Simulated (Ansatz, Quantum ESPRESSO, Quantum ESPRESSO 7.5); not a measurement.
# Conductance against width: vacuum gaps between two Pb(100) faces

How fast does transmission decay with width? The series: vacuum gaps between two Pb(100) faces.

Program: Quantum ESPRESSO 7.5. Level of theory: plane-wave DFT, LDA, GBRV ultrasoft pseudopotentials (cross-check by Ansatz 0.2.0 with PAW datasets). Values are calculated unless marked as measured.

Report form: inputs, costs, results and the conclusion, without the logs.

## 1. The structure

The cell holds 12 atoms: 12 Pb. Cell: a = 3.557 Å, b = 3.557 Å, c = 32.665 Å, α = 90.0°, β = 90.0°, γ = 90.0°. It derives from Pb. Regions: left lead, 6 atoms (6 Pb); right lead, 6 atoms (6 Pb). The structure is stacked, and the current runs, along c.

Structure file:

```cif
data_structure
_symmetry_space_group_name_H-M 'P 1'
_symmetry_Int_Tables_number 1
_cell_length_a 3.5567
_cell_length_b 3.5567
_cell_length_c 32.6650
_cell_angle_alpha 90.000
_cell_angle_beta 90.000
_cell_angle_gamma 90.000
_cell_volume 413.23
loop_
_atom_site_label
_atom_site_type_symbol
_atom_site_fract_x
_atom_site_fract_y
_atom_site_fract_z
_atom_site_occupancy
Pb1 Pb 0.00000 0.00000 0.00000 1
Pb2 Pb 0.50000 0.50000 0.07699 1
Pb3 Pb 0.00000 0.00000 0.15399 1
Pb4 Pb 0.50000 0.50000 0.23098 1
Pb5 Pb 0.00000 0.00000 0.30797 1
Pb6 Pb 0.50000 0.50000 0.38497 1
Pb7 Pb 0.00000 0.00000 0.53804 1
Pb8 Pb 0.50000 0.50000 0.61503 1
Pb9 Pb 0.00000 0.00000 0.69203 1
Pb10 Pb 0.50000 0.50000 0.76902 1
Pb11 Pb 0.00000 0.00000 0.84601 1
Pb12 Pb 0.50000 0.50000 0.92301 1
```

## 2. Ground state, 5 Å

One periodic cell holds a lead period, the junction and more lead; the atoms stay as built.

Input file j0.scf.in:

```
&control
  prefix = 'j0.scf'
  outdir = './out'
  pseudo_dir = './pseudo'
  calculation = 'scf'
  tprnfor = .true.
/
&system
  ibrav = 0
  nat = 12
  ntyp = 1
  ecutwfc = 40
  ecutrho = 200
  occupations = 'smearing'
  smearing = 'mv'
  degauss = 0.01
/
&electrons
  conv_thr = 1e-07
  mixing_beta = 0.25
  electron_maxstep = 120
  mixing_mode = 'local-TF'
/
ATOMIC_SPECIES
  Pb  207.2000  pb_lda_v1.uspp.F.UPF
CELL_PARAMETERS angstrom
  3.55674710936833 0.00000000000000 0.00000000000000
  0.00000000000000 3.55674710936833 0.00000000000000
  0.00000000000000 0.00000000000000 32.66500000000000
ATOMIC_POSITIONS crystal
  Pb  0.000000000000 0.000000000000 0.000000000000
  Pb  0.500000000000 0.500000000000 0.076993724170
  Pb  0.000000000000 0.000000000000 0.153987448339
  Pb  0.500000000000 0.500000000000 0.230981172509
  Pb  0.000000000000 0.000000000000 0.307974896678
  Pb  0.500000000000 0.500000000000 0.384968620848
  Pb  0.000000000000 0.000000000000 0.538037654982
  Pb  0.500000000000 0.500000000000 0.615031379152
  Pb  0.000000000000 0.000000000000 0.692025103322
  Pb  0.500000000000 0.500000000000 0.769018827491
  Pb  0.000000000000 0.000000000000 0.846012551661
  Pb  0.500000000000 0.500000000000 0.923006275830
K_POINTS automatic
  7 7 1 0 0 0
```

The run is started by

```console
OMP_NUM_THREADS=1 mpirun -n 4 pw.x -nk 2 -in j0.scf.in > j0.scf.out
```

The job ended after 2.1 min (4 MPI ranks of Arm Neoverse V1, shared host; peak memory 1 GiB).

Read from the output:

```
free energy  : -26779.5637 eV
Fermi energy : 9.115 eV
```

The run needed 11 iterations to bring the estimated error under 1e-07 Ry; the largest force on any atom, held or free, is 0.37 eV/Å.

## 3. Transmission with pwcond.x, 5 Å

prefixt takes both regions from one run: the lead from 0 to bdl, the scattering region from bdl to bds (units of alat). ikind = 1 puts the same lead on both sides. The program's T_tot counts both spins in a run without spin; the tables below give T per spin.

Input file j0.cond.in:

```
&inputcond
  outdir = './out'
  prefixt = 'j0.scf'
  tran_file = 'j0.cond.dat'
  bdl = 1.4142135624
  bds = 9.1839534821
  ikind = 1
  ewind = 4.0
  epsproj = 1e-05
  nz1 = 7
  energy0 = 0.4
  denergy = -0.4
/
15
  0.00000000 0.00000000 0.01562500
  0.00000000 0.12500000 0.06250000
  0.00000000 0.25000000 0.06250000
  0.00000000 0.37500000 0.06250000
  0.00000000 0.50000000 0.03125000
  0.12500000 0.12500000 0.06250000
  0.12500000 0.25000000 0.12500000
  0.12500000 0.37500000 0.12500000
  0.12500000 0.50000000 0.06250000
  0.25000000 0.25000000 0.06250000
  0.25000000 0.37500000 0.12500000
  0.25000000 0.50000000 0.06250000
  0.37500000 0.37500000 0.06250000
  0.37500000 0.50000000 0.06250000
  0.50000000 0.50000000 0.01562500
3
```

The run is started by

```console
OMP_NUM_THREADS=1 mpirun -n 4 pwcond.x -in j0.cond.in > j0.cond.out
```

Run time: 95 s. Hardware: 4 MPI ranks; peak memory 0.35 GiB; 6.4 min of CPU time.

Read from the output:

- lead channels at the Fermi level, one spin: 1.547
- transmission at the Fermi level, one spin: 0.1819
- conductance: 0.1819 G₀

Per spin; mean over the k mesh across the current. Open channels, zone mean against energy, zero at the Fermi level:

```tsv
energy (eV)	open channels, zone mean
-0.400	1.67
0.000	1.55
0.400	1.52
```

Per spin; mean over the k mesh across the current. The transmission, zone mean by energy, zero at the Fermi level:

```tsv
energy (eV)	transmission, zone mean
-0.400	0.162
0.000	0.182
0.400	0.289
```

At 0.000 eV; k in fractions of b1, b2. Transmission by k point:

```tsv
k1	k2	weight	t	channels
0	0	0.01562	0.3973	1
0	0.125	0.0625	0.365	1
0	0.25	0.0625	0.24	2
0	0.375	0.0625	0.1888	2
0	0.5	0.03125	0	0
0.125	0.125	0.0625	0.3808	1
0.125	0.25	0.125	0.2818	2
0.125	0.375	0.125	0.1915	2
0.125	0.5	0.0625	0	0
0.25	0.25	0.0625	0.1958	2
0.25	0.375	0.125	0.1759	2
0.25	0.5	0.0625	0	0
0.375	0.375	0.0625	0.09024	2
0.375	0.5	0.0625	0.04714	2
0.5	0.5	0.01562	0.01838	2
```

## 4. The same in Ansatz, 5 Å

A second code with its own PAW datasets, on the same atoms.

Level of this step: plane-wave DFT, LDA, Ansatz PAW (Ansatz 0.2.0).

Input file input.yaml:

```yaml
crystal:
  lattice:
    - [3.5567471094, 0.0, 0.0]
    - [0.0, 3.5567471094, 0.0]
    - [0.0, 0.0, 32.665]
  atoms:
    - { symbol: Pb, position: [0.0, 0.0, 0.0] }
    - { symbol: Pb, position: [0.5, 0.5, 0.0769937242] }
    - { symbol: Pb, position: [0.0, 0.0, 0.1539874483] }
    - { symbol: Pb, position: [0.5, 0.5, 0.2309811725] }
    - { symbol: Pb, position: [0.0, 0.0, 0.3079748967] }
    - { symbol: Pb, position: [0.5, 0.5, 0.3849686208] }
    - { symbol: Pb, position: [0.0, 0.0, 0.538037655] }
    - { symbol: Pb, position: [0.5, 0.5, 0.6150313792] }
    - { symbol: Pb, position: [0.0, 0.0, 0.6920251033] }
    - { symbol: Pb, position: [0.5, 0.5, 0.7690188275] }
    - { symbol: Pb, position: [0.0, 0.0, 0.8460125517] }
    - { symbol: Pb, position: [0.5, 0.5, 0.9230062758] }
kpoints:
  mp_grid: { grid: [7, 7, 1] }
hamiltonian:
  xc: lda
scf:
  occupations: { method: fermi_dirac, width: 0.1 }
  convergence: { dr2_threshold: 1.0e-08 }
output:
  transmission: { leads: [[0, 2]], e_range: [-0.4, 0.4], de: 0.4, kmesh: [8, 8] }
  write_potential: true
  write_density: true
  volumetric_format: npy
```

The run is started by

```console
ansatz run input.yaml --threads 4 --pin off --max-ram 8192MiB --backend cpu --events-out ev --progress --plain --runs-dir out
```

The job ended after 25 s (4 threads; peak memory 1.2 GiB).

Numbers from this step:

- free energy: -139227.1273 eV
- energy at zero smearing: -139227.0064 eV
- smearing term TS: 0.2418 eV
- Fermi energy: 8.862 eV
- symmetry operations: 16
- transmission at the Fermi level, one spin: 0.1833
- step of the lead's Hamiltonian over a period: 49.3 meV

Per spin; mean over the k mesh across the current. Table of transmission, zone mean by energy, zero at the Fermi level:

```tsv
energy (eV)	transmission, zone mean
-0.400	0.164
0.000	0.183
0.400	0.291
```

Per spin; mean over the k mesh across the current. Table of open channels, zone mean by energy, zero at the Fermi level:

```tsv
energy (eV)	open channels, zone mean
-0.400	1.67
0.000	1.55
0.400	1.52
```

Ansatz finds T = 0.183 against pwcond's 0.182.

## 5. Ground state, 6 Å

Level of this step: plane-wave DFT, LDA, GBRV ultrasoft pseudopotentials (Quantum ESPRESSO 7.5).

Input file j1.scf.in:

```
&control
  prefix = 'j1.scf'
  outdir = './out'
  pseudo_dir = './pseudo'
  calculation = 'scf'
  tprnfor = .true.
/
&system
  ibrav = 0
  nat = 12
  ntyp = 1
  ecutwfc = 40
  ecutrho = 200
  occupations = 'smearing'
  smearing = 'mv'
  degauss = 0.01
/
&electrons
  conv_thr = 1e-07
  mixing_beta = 0.25
  electron_maxstep = 120
  mixing_mode = 'local-TF'
/
ATOMIC_SPECIES
  Pb  207.2000  pb_lda_v1.uspp.F.UPF
CELL_PARAMETERS angstrom
  3.55674710936833 0.00000000000000 0.00000000000000
  0.00000000000000 3.55674710936833 0.00000000000000
  0.00000000000000 0.00000000000000 33.66500000000000
ATOMIC_POSITIONS crystal
  Pb  0.000000000000 0.000000000000 0.000000000000
  Pb  0.500000000000 0.500000000000 0.074706668647
  Pb  0.000000000000 0.000000000000 0.149413337294
  Pb  0.500000000000 0.500000000000 0.224120005941
  Pb  0.000000000000 0.000000000000 0.298826674588
  Pb  0.500000000000 0.500000000000 0.373533343235
  Pb  0.000000000000 0.000000000000 0.551759988118
  Pb  0.500000000000 0.500000000000 0.626466656765
  Pb  0.000000000000 0.000000000000 0.701173325412
  Pb  0.500000000000 0.500000000000 0.775879994059
  Pb  0.000000000000 0.000000000000 0.850586662706
  Pb  0.500000000000 0.500000000000 0.925293331353
K_POINTS automatic
  7 7 1 0 0 0
```

The run is started by

```console
OMP_NUM_THREADS=1 mpirun -n 4 pw.x -nk 2 -in j1.scf.in > j1.scf.out
```

The job ended after 2.1 min (4 MPI ranks; peak memory 0.83 GiB; 8.4 min of CPU time).

Read from the output:

- free energy: -26779.5071 eV
- Fermi energy: 8.737 eV

## 6. Transmission with pwcond.x, 6 Å

j1.cond.in is the input of step 3 with these lines changed:

```diff
@@ -2,6 +2,6 @@
   outdir = './out'
-  prefixt = 'j0.scf'
-  tran_file = 'j0.cond.dat'
+  prefixt = 'j1.scf'
+  tran_file = 'j1.cond.dat'
   bdl = 1.4142135624
-  bds = 9.1839534821
+  bds = 9.4651092599
   ikind = 1
```

The run is started by

```console
OMP_NUM_THREADS=1 mpirun -n 4 pwcond.x -in j1.cond.in > j1.cond.out
```

The job ended after 1.7 min (4 MPI ranks; peak memory 0.37 GiB).

This step gave:

```
transmission at the Fermi level, one spin : 0.03659
conductance                               : 0.03659 G₀
```

Per spin; mean over the k mesh across the current. The transmission, zone mean by energy, zero at the Fermi level:

```tsv
energy (eV)	transmission, zone mean
-0.400	0.0319
0.000	0.0366
0.400	0.0842
```

T goes from 0.182 to 0.0366, a factor of 5.0.

## 7. Cross-check with Ansatz, 6 Å

Level of this step: plane-wave DFT, LDA, Ansatz PAW (Ansatz 0.2.0).

Input file input.yaml:

```yaml
crystal:
  lattice:
    - [3.5567471094, 0.0, 0.0]
    - [0.0, 3.5567471094, 0.0]
    - [0.0, 0.0, 33.665]
  atoms:
    - { symbol: Pb, position: [0.0, 0.0, 0.0] }
    - { symbol: Pb, position: [0.5, 0.5, 0.0747066686] }
    - { symbol: Pb, position: [0.0, 0.0, 0.1494133373] }
    - { symbol: Pb, position: [0.5, 0.5, 0.2241200059] }
    - { symbol: Pb, position: [0.0, 0.0, 0.2988266746] }
    - { symbol: Pb, position: [0.5, 0.5, 0.3735333432] }
    - { symbol: Pb, position: [0.0, 0.0, 0.5517599881] }
    - { symbol: Pb, position: [0.5, 0.5, 0.6264666568] }
    - { symbol: Pb, position: [0.0, 0.0, 0.7011733254] }
    - { symbol: Pb, position: [0.5, 0.5, 0.7758799941] }
    - { symbol: Pb, position: [0.0, 0.0, 0.8505866627] }
    - { symbol: Pb, position: [0.5, 0.5, 0.9252933314] }
kpoints:
  mp_grid: { grid: [7, 7, 1] }
hamiltonian:
  xc: lda
scf:
  occupations: { method: fermi_dirac, width: 0.1 }
  convergence: { dr2_threshold: 1.0e-08 }
output:
  transmission: { leads: [[0, 2]], e_range: [-0.4, 0.4], de: 0.4, kmesh: [8, 8] }
  write_potential: true
  write_density: true
  volumetric_format: npy
  elf: true
```

The run is started by

```console
ansatz run input.yaml --threads 4 --pin off --max-ram 8192MiB --backend cpu --events-out ev --progress --plain --runs-dir out
```

Elapsed: 25 s, on 4 threads; peak memory 1.2 GiB; 91 s of CPU time.

This step gave:

```
free energy                                  : -139227.0681 eV
energy at zero smearing                      : -139226.9474 eV
smearing term TS                             : 0.2413 eV
Fermi energy                                 : 8.490 eV
transmission at the Fermi level, one spin    : 0.03666
step of the lead's Hamiltonian over a period : 55 meV
```

Per spin; mean over the k mesh across the current. Transmission, zone mean against energy, zero at the Fermi level:

```tsv
energy (eV)	transmission, zone mean
-0.400	0.0319
0.000	0.0367
0.400	0.0816
```

Ansatz finds T = 0.0367 against pwcond's 0.0366.

## 8. Ground state, 7 Å

Level of this step: plane-wave DFT, LDA, GBRV ultrasoft pseudopotentials (Quantum ESPRESSO 7.5).

Input file j2.scf.in:

```
&control
  prefix = 'j2.scf'
  outdir = './out'
  pseudo_dir = './pseudo'
  calculation = 'scf'
  tprnfor = .true.
/
&system
  ibrav = 0
  nat = 12
  ntyp = 1
  ecutwfc = 40
  ecutrho = 200
  occupations = 'smearing'
  smearing = 'mv'
  degauss = 0.01
/
&electrons
  conv_thr = 1e-07
  mixing_beta = 0.25
  electron_maxstep = 120
  mixing_mode = 'local-TF'
/
ATOMIC_SPECIES
  Pb  207.2000  pb_lda_v1.uspp.F.UPF
CELL_PARAMETERS angstrom
  3.55674710936833 0.00000000000000 0.00000000000000
  0.00000000000000 3.55674710936833 0.00000000000000
  0.00000000000000 0.00000000000000 34.66500000000000
ATOMIC_POSITIONS crystal
  Pb  0.000000000000 0.000000000000 0.000000000000
  Pb  0.500000000000 0.500000000000 0.072551564979
  Pb  0.000000000000 0.000000000000 0.145103129958
  Pb  0.500000000000 0.500000000000 0.217654694937
  Pb  0.000000000000 0.000000000000 0.290206259916
  Pb  0.500000000000 0.500000000000 0.362757824895
  Pb  0.000000000000 0.000000000000 0.564690610125
  Pb  0.500000000000 0.500000000000 0.637242175105
  Pb  0.000000000000 0.000000000000 0.709793740084
  Pb  0.500000000000 0.500000000000 0.782345305063
  Pb  0.000000000000 0.000000000000 0.854896870042
  Pb  0.500000000000 0.500000000000 0.927448435021
K_POINTS automatic
  7 7 1 0 0 0
```

The run is started by

```console
OMP_NUM_THREADS=1 mpirun -n 4 pw.x -nk 2 -in j2.scf.in > j2.scf.out
```

It took 2.1 min on 4 MPI ranks; peak memory 1 GiB; 8.3 min of CPU time.

Numbers from this step:

```
free energy  : -26779.4933 eV
Fermi energy : 8.377 eV
```

## 9. Transmission with pwcond.x, 7 Å

j2.cond.in is the input of step 6 with these lines changed:

```diff
@@ -2,6 +2,6 @@
   outdir = './out'
-  prefixt = 'j1.scf'
-  tran_file = 'j1.cond.dat'
+  prefixt = 'j2.scf'
+  tran_file = 'j2.cond.dat'
   bdl = 1.4142135624
-  bds = 9.4651092599
+  bds = 9.7462650377
   ikind = 1
```

The run is started by

```console
OMP_NUM_THREADS=1 mpirun -n 4 pwcond.x -in j2.cond.in > j2.cond.out
```

Wall time 94 s (4 MPI ranks); peak memory 0.29 GiB.

Read from the output:

| Property | Result |
| --- | --- |
| transmission at the Fermi level, one spin | 0.005872 |
| conductance | 0.005872 G₀ |

Per spin; mean over the k mesh across the current. Transmission, zone mean against energy, zero at the Fermi level:

```tsv
energy (eV)	transmission, zone mean
-0.400	0.00469
0.000	0.00587
0.400	0.0130
```

At 0.000 eV; k in fractions of b1, b2. Transmission by k point:

```tsv
k1	k2	weight	t	channels
0	0	0.01562	0.026	1
0	0.125	0.0625	0.01998	1
0	0.25	0.0625	0.008767	2
0	0.375	0.0625	0.003729	2
0	0.5	0.03125	0	0
0.125	0.125	0.0625	0.01857	1
0.125	0.25	0.125	0.00961	2
0.125	0.375	0.125	0.003491	2
0.125	0.5	0.0625	0	0
0.25	0.25	0.0625	0.00423	2
0.25	0.375	0.125	0.002499	2
0.25	0.5	0.0625	0	0
0.375	0.375	0.0625	7.56e-4	2
0.375	0.5	0.0625	2.21e-4	2
0.5	0.5	0.01562	5.54e-5	2
```

T goes from 0.0366 to 0.00587, a factor of 6.2.

## 10. Cross-check with Ansatz, 7 Å

Level of this step: plane-wave DFT, LDA, Ansatz PAW (Ansatz 0.2.0).

Input file input.yaml:

```yaml
crystal:
  lattice:
    - [3.5567471094, 0.0, 0.0]
    - [0.0, 3.5567471094, 0.0]
    - [0.0, 0.0, 34.665]
  atoms:
    - { symbol: Pb, position: [0.0, 0.0, 0.0] }
    - { symbol: Pb, position: [0.5, 0.5, 0.072551565] }
    - { symbol: Pb, position: [0.0, 0.0, 0.14510313] }
    - { symbol: Pb, position: [0.5, 0.5, 0.2176546949] }
    - { symbol: Pb, position: [0.0, 0.0, 0.2902062599] }
    - { symbol: Pb, position: [0.5, 0.5, 0.3627578249] }
    - { symbol: Pb, position: [0.0, 0.0, 0.5646906101] }
    - { symbol: Pb, position: [0.5, 0.5, 0.6372421751] }
    - { symbol: Pb, position: [0.0, 0.0, 0.7097937401] }
    - { symbol: Pb, position: [0.5, 0.5, 0.7823453051] }
    - { symbol: Pb, position: [0.0, 0.0, 0.85489687] }
    - { symbol: Pb, position: [0.5, 0.5, 0.927448435] }
kpoints:
  mp_grid: { grid: [7, 7, 1] }
hamiltonian:
  xc: lda
scf:
  occupations: { method: fermi_dirac, width: 0.1 }
  convergence: { dr2_threshold: 1.0e-08 }
output:
  transmission: { leads: [[0, 2]], e_range: [-0.4, 0.4], de: 0.4, kmesh: [8, 8] }
  write_potential: true
  write_density: true
  volumetric_format: npy
```

The run is started by

```console
ansatz run input.yaml --threads 4 --pin off --max-ram 8192MiB --backend cpu --events-out ev --progress --plain --runs-dir out
```

It took 25 s on 4 threads; peak memory 1.3 GiB.

Numbers from this step:

- free energy: -139227.0522 eV
- energy at zero smearing: -139226.9322 eV
- smearing term TS: 0.2401 eV
- Fermi energy: 8.136 eV
- transmission at the Fermi level, one spin: 0.005920
- step of the lead's Hamiltonian over a period: 57.2 meV

Per spin; mean over the k mesh across the current. Transmission, zone mean against energy, zero at the Fermi level:

```tsv
energy (eV)	transmission, zone mean
-0.400	0.00471
0.000	0.00592
0.400	0.0127
```

Ansatz finds T = 0.00592 against pwcond's 0.00587.

## 11. Ground state, 8 Å

Level of this step: plane-wave DFT, LDA, GBRV ultrasoft pseudopotentials (Quantum ESPRESSO 7.5).

Input file j3.scf.in:

```
&control
  prefix = 'j3.scf'
  outdir = './out'
  pseudo_dir = './pseudo'
  calculation = 'scf'
  tprnfor = .true.
/
&system
  ibrav = 0
  nat = 12
  ntyp = 1
  ecutwfc = 40
  ecutrho = 200
  occupations = 'smearing'
  smearing = 'mv'
  degauss = 0.01
/
&electrons
  conv_thr = 1e-07
  mixing_beta = 0.25
  electron_maxstep = 120
  mixing_mode = 'local-TF'
/
ATOMIC_SPECIES
  Pb  207.2000  pb_lda_v1.uspp.F.UPF
CELL_PARAMETERS angstrom
  3.55674710936833 0.00000000000000 0.00000000000000
  0.00000000000000 3.55674710936833 0.00000000000000
  0.00000000000000 0.00000000000000 35.66500000000000
ATOMIC_POSITIONS crystal
  Pb  0.000000000000 0.000000000000 0.000000000000
  Pb  0.500000000000 0.500000000000 0.070517313893
  Pb  0.000000000000 0.000000000000 0.141034627786
  Pb  0.500000000000 0.500000000000 0.211551941680
  Pb  0.000000000000 0.000000000000 0.282069255573
  Pb  0.500000000000 0.500000000000 0.352586569466
  Pb  0.000000000000 0.000000000000 0.576896116641
  Pb  0.500000000000 0.500000000000 0.647413430534
  Pb  0.000000000000 0.000000000000 0.717930744427
  Pb  0.500000000000 0.500000000000 0.788448058320
  Pb  0.000000000000 0.000000000000 0.858965372214
  Pb  0.500000000000 0.500000000000 0.929482686107
K_POINTS automatic
  7 7 1 0 0 0
```

The run is started by

```console
OMP_NUM_THREADS=1 mpirun -n 4 pw.x -nk 2 -in j3.scf.in > j3.scf.out
```

Elapsed: 2.5 min, on 4 MPI ranks; peak memory 0.87 GiB.

Numbers from this step:

```
free energy  : -26779.4906 eV
Fermi energy : 8.033 eV
```

## 12. The open system, 8 Å

j3.cond.in is the input of step 9 with these lines changed:

```diff
@@ -2,6 +2,6 @@
   outdir = './out'
-  prefixt = 'j2.scf'
-  tran_file = 'j2.cond.dat'
+  prefixt = 'j3.scf'
+  tran_file = 'j3.cond.dat'
   bdl = 1.4142135624
-  bds = 9.7462650377
+  bds = 10.0274208155
   ikind = 1
```

The run is started by

```console
OMP_NUM_THREADS=1 mpirun -n 4 pwcond.x -in j3.cond.in > j3.cond.out
```

It took 1.8 min on 4 MPI ranks; peak memory 0.38 GiB; 7.2 min of CPU time.

Numbers from this step:

- transmission at the Fermi level, one spin: 8.30e-4
- conductance: 8.30e-4 G₀

Per spin; mean over the k mesh across the current. The transmission, zone mean by energy, zero at the Fermi level:

```tsv
energy (eV)	transmission, zone mean
-0.400	6.0e-4
0.000	8.3e-4
0.400	0.00171
```

T goes from 0.00587 to 8.3e-4, a factor of 7.1.

## 13. The same in Ansatz, 8 Å

Level of this step: plane-wave DFT, LDA, Ansatz PAW (Ansatz 0.2.0).

input.yaml, the sections that differ from step 10:

```yaml
crystal:
  lattice:
    - [3.5567471094, 0.0, 0.0]
    - [0.0, 3.5567471094, 0.0]
    - [0.0, 0.0, 35.665]
  atoms:
    - { symbol: Pb, position: [0.0, 0.0, 0.0] }
    - { symbol: Pb, position: [0.5, 0.5, 0.0705173139] }
    - { symbol: Pb, position: [0.0, 0.0, 0.1410346278] }
    - { symbol: Pb, position: [0.5, 0.5, 0.2115519417] }
    - { symbol: Pb, position: [0.0, 0.0, 0.2820692556] }
    - { symbol: Pb, position: [0.5, 0.5, 0.3525865695] }
    - { symbol: Pb, position: [0.0, 0.0, 0.5768961166] }
    - { symbol: Pb, position: [0.5, 0.5, 0.6474134305] }
    - { symbol: Pb, position: [0.0, 0.0, 0.7179307444] }
    - { symbol: Pb, position: [0.5, 0.5, 0.7884480583] }
    - { symbol: Pb, position: [0.0, 0.0, 0.8589653722] }
    - { symbol: Pb, position: [0.5, 0.5, 0.9294826861] }
# kpoints, hamiltonian, scf, output: as in step 10
```

The run is started by

```console
ansatz run input.yaml --threads 4 --pin off --max-ram 8192MiB --backend cpu --events-out ev --progress --plain --runs-dir out
```

It took 27 s on 4 threads; peak memory 1.4 GiB.

Numbers from this step:

* free energy: -139227.0485 eV
* energy at zero smearing: -139226.9288 eV
* smearing term TS: 0.2394 eV
* Fermi energy: 7.799 eV
* transmission at the Fermi level, one spin: 8.38e-4
* step of the lead's Hamiltonian over a period: 58.1 meV

Per spin; mean over the k mesh across the current. Table of transmission, zone mean by energy, zero at the Fermi level:

```tsv
energy (eV)	transmission, zone mean
-0.400	6.1e-4
0.000	8.4e-4
0.400	0.00170
```

Ansatz finds T = 8.4e-4 against pwcond's 8.3e-4.

(Continued in part 2 of 2.)

[Long decimals in the printed logs are rounded to 6 places.]

[Logs are printed without paths, hosts, clocks, repeated set-up lines and the standing remarks that a program may print on its own settings, such as how far it seeks lower states.]

[Hosts, paths, dates, database ids (printed as entryN), source tags and the programs' standing remarks are cut or masked in the printed files.]

[Maps of the electrostatic potential energy from Ansatz leave out the sawtooth potential of an applied field or a dipole correction, so their vacuum need not be flat; planar profiles and work functions include it.]
